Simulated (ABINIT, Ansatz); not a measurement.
# KCaCl3 (Pm-3m): G0W0 on several meshes in ABINIT, part 2 of 2

How does the mesh move the gap of KCaCl3 (Pm-3m)?

ABINIT 10.8.3; PBEsol and many-body steps on it, plane waves. Known limits of the many-body steps: not at the basis limit; coarse k mesh.

So far. Step 4 (2×2×2): The gap on the mesh goes from 4.65 eV to 7.07 eV, a correction of +2.42 eV. Step 5 (Empty states on the mesh, 4×4×4 mesh, 135 bands): On this mesh the gap is 4.647 eV.

### Step 7. 4×4×4

This step: G0W0 on PBEsol, plane waves, norm-conserving pseudopotentials.

Input file run.abi:

```
acell 3*1.0 Angstrom
rprim 
  5.393523000000 0.000000000000 0.000000000000
  0.000000000000 5.393523000000 0.000000000000
  0.000000000000 0.000000000000 5.393523000000
ntypat 3
znucl 19 20 17
natom 5
typat 1 2 3 3 3
xred 
  0.000000000000 0.000000000000 0.000000000000
  0.500000000000 0.500000000000 0.500000000000
  0.000000000000 0.500000000000 0.500000000000
  0.500000000000 0.000000000000 0.500000000000
  0.500000000000 0.500000000000 0.000000000000
pp_dirpath "pseudos"
pseudos "K.upf, Ca.upf, Cl.upf"
ecut 33
ngkpt 4 4 4
nshiftk 1
shiftk 0 0 0
kptopt 1
chksymbreak 0
istwfk *1
occopt 1
irdwfk 1
optdriver 4
nband 123
gwcalctyp 0
ecutsigx 33
symsigma 1
nkptgw 2
kptgw 
  0.5000000000 0.5000000000 0.5000000000
  0.0000000000 0.0000000000 0.0000000000
bdgw 
  18 24
  18 24
ecuteps 4.2
irdscr 1
ppmodel 1
indata_prefix "in"
outdata_prefix "out"
tmpdata_prefix "tmp"
```

Started as:

```sh
$ OMP_NUM_THREADS=1 mpirun -n 4 abinit run.abi > log
```

Numbers of over 12 decimals in the logs are rounded to 6 here.

What it wrote:

```text
.Version 10.8.3 of ABINIT. v10.8.2 released Aug 2026.

 Symmetries : space group Pm -3 m (#221); Bravais cP (primitive cubic)
[... echo of the input left out ...]
== DATASET  1 ==================================================================
-   mpi_nproc: 4, omp_nthreads: 1 (-1 if OMP is not activated)

--- !DatasetInfo
iteration_state: {dtset: 1, }
dimensions: {natom: 5, nkpt: 10, mband: 123, nsppol: 1, nspinor: 1, nspden: 1, mpw: 9627, }
cutoff_energies: {ecut:  33.0, pawecutdg:  -1.0, }
electrons: {nelect:   4.00000000E+01, charge:   0.00000000E+00, occopt:   1.00000000E+00, tsmear:   1.00000000E-02, }

 SIGMA: Calculation of the GW corrections

 Based on a program developped by R.W. Godby, V. Olevano, G. Onida, and L. Reining.
 Incorporated in ABINIT by V. Olevano, G.-M. Rignanese, and M. Torrent.
.Using double precision arithmetic ; gwpc =  8

[... cell and pseudopotentials left out ...]
--------------------------------------------------------------------------------

 ==== K-mesh for the wavefunctions ====
 Number of points in the irreducible wedge :    10
[... list of points left out ...]
 Together with 48 symmetry operations and time-reversal symmetry
 yields    64 points in the full Brillouin Zone.

 ==== Q-mesh for screening function ====
 Number of points in the irreducible wedge :    10
[... list of points left out ...]
 Together with 48 symmetry operations and time-reversal symmetry
 yields    64 points in the full Brillouin Zone.

 vcoul_init : cutoff-mode = AUXILIARY_FUNCTION
 q-points for optical limit:   1
     1)      0.000010    0.000020    0.000030
 setmesh: FFT mesh size selected  =    54x   54x   54
          total number of points  =       157464

 Number of electrons calculated from density =   40.0000; Expected =   40.0000
[...]
number of omega for Sigma on real axis              0
 max omega for Sigma on real axis  [eV]           0.00
 zcut for avoiding poles [eV]                     0.10

 EPSILON^-1 parameters (SCR file):
 dimension of the eps^-1 matrix on file            461
 dimension of the eps^-1 matrix used               461
 number of plane-waves for wavefunctions          9627
 number of bands                                   123
 number of q-points in IBZ                          10
 number of frequencies                               2
 number of real frequencies                          1
 number of imag frequencies                          1

 matrix elements of self-energy operator (all in [eV])

 Perturbative Calculation

--- !SelfEnergy_ee
iteration_state: {dtset: 1, }
kpoint     : [   0.500,    0.500,    0.500, ]
spin       : 1
KS_gap     :    6.260
QP_gap     :    8.977
Delta_QP_KS:    2.716
data: !SigmaeeData |
     Band     E0 <VxcDFT>   SigX SigC(E0)      Z dSigC/dE  Sig(E)    E-E0       E
       18  -0.113 -14.232 -18.770   2.500   0.804  -0.244 -15.870  -1.638  -1.751
       19  -0.113 -14.232 -18.770   2.500   0.804  -0.244 -15.870  -1.638  -1.751
       20  -0.113 -14.232 -18.770   2.500   0.804  -0.244 -15.870  -1.638  -1.751
[...]
--- !SelfEnergy_ee
iteration_state: {dtset: 1, }
kpoint     : [   0.000,    0.000,    0.000, ]
spin       : 1
KS_gap     :    4.936
QP_gap     :    7.468
Delta_QP_KS:    2.532
data: !SigmaeeData |
     Band     E0 <VxcDFT>   SigX SigC(E0)      Z dSigC/dE  Sig(E)    E-E0       E
[...]
23   5.431 -11.622  -5.786  -3.093   0.841  -0.189  -9.315   2.307   7.738
       24   5.431 -11.622  -5.786  -3.093   0.841  -0.189  -9.315   2.307   7.738

== END DATASET(S) ==============================================================
================================================================================

 -outvars: echo values of variables after computation  --------
           etotal      0.0000000000E+00
            nband         123
             nkpt          10
          spgroup         221
 [... the other variables as echoed above ...]

 Calculation completed.
```

Wall time 84 s (4 MPI ranks of Arm Neoverse N1, shared host); peak memory 2.2 GiB; 5.6 min of CPU time.

Numbers from this step:

```
G0W0 gap on the points computed              : 7.189 eV
starting gap on the mesh                     : 4.647 eV
k of the valence top                         : 0.5, 0.5, 0.5
k of the conduction bottom                   : 0, 0, 0
Z at the valence top                         : 0.804
Z at the conduction bottom                   : 0.869
least direct G0W0 gap on the computed points : 7.468 eV
```

Against G0W0 in ABINIT (2×2×2 mesh, 123 bands, screening to 114.3 eV, Godby-Needs plasmon pole), the gap moves by +0.120 eV.

### Step 8. Side by side

Times are wall times on 4 MPI ranks of Arm Neoverse N1, shared host, good to a factor of about two. A run's time includes the screening step that it read.

```
  run   mesh  bands  screening cutoff (eV)  DFT gap (eV)  gap on the mesh (eV)  direct (eV)  ε∞ used     time
2×2×2  2×2×2    123                  114.3         4.647                 7.069        7.370     2.55     86 s
4×4×4  4×4×4    123                  114.3         4.647                 7.189        7.468     2.42  7.2 min
```

### Step 9. Outcome

```json
{
  "2×2×2": "7.069 eV",
  "4×4×4": "7.189 eV",
  "known limits": "not at the basis limit; coarse k mesh"
}
```

**Reading.** 4×4×4: +0.120 eV against 2×2×2. Bands and cutoff are finite, so the gap is not at the basis limit. The miss can reach some tenths of an eV and take either sign; the mesh is an error of its own. In the G0W0 runs levels were corrected at 2 k points alone, so a gap called «on the mesh» is the least over those, and an edge elsewhere would be missed. The 2×2×2 mesh is coarse for this cell, which bears on the long-range parts of exchange and screening. This is the ideal cubic cell; many perovskites, halides above all, are cubic only on average, and local tilts or off-centring can widen the gap.

[Paths, hosts, dates, memory and timing lines, banners, echoed tables and standing remarks are left out of the program output.]

[Logs are printed without paths, hosts, clocks, repeated set-up lines and the standing remarks that a program may print on its own settings, such as how far it seeks lower states.]

[Runs of the session that timed out or met a known fault of the program may be left out.]

[Hosts, paths, dates, database ids (printed as entryN), source tags and the programs' standing remarks are cut or masked in the printed files.]

[G0W0 gaps are taken among the corrected bands and points alone; a level outside them can change the order at an edge.]

[Where Ansatz stands beside ABINIT at settings called matched, ABINIT's density can come from a denser mesh and the files from another edition; pairs whose starting gaps differed by over 0.03 eV were left out, so agreement reads better than it is.]
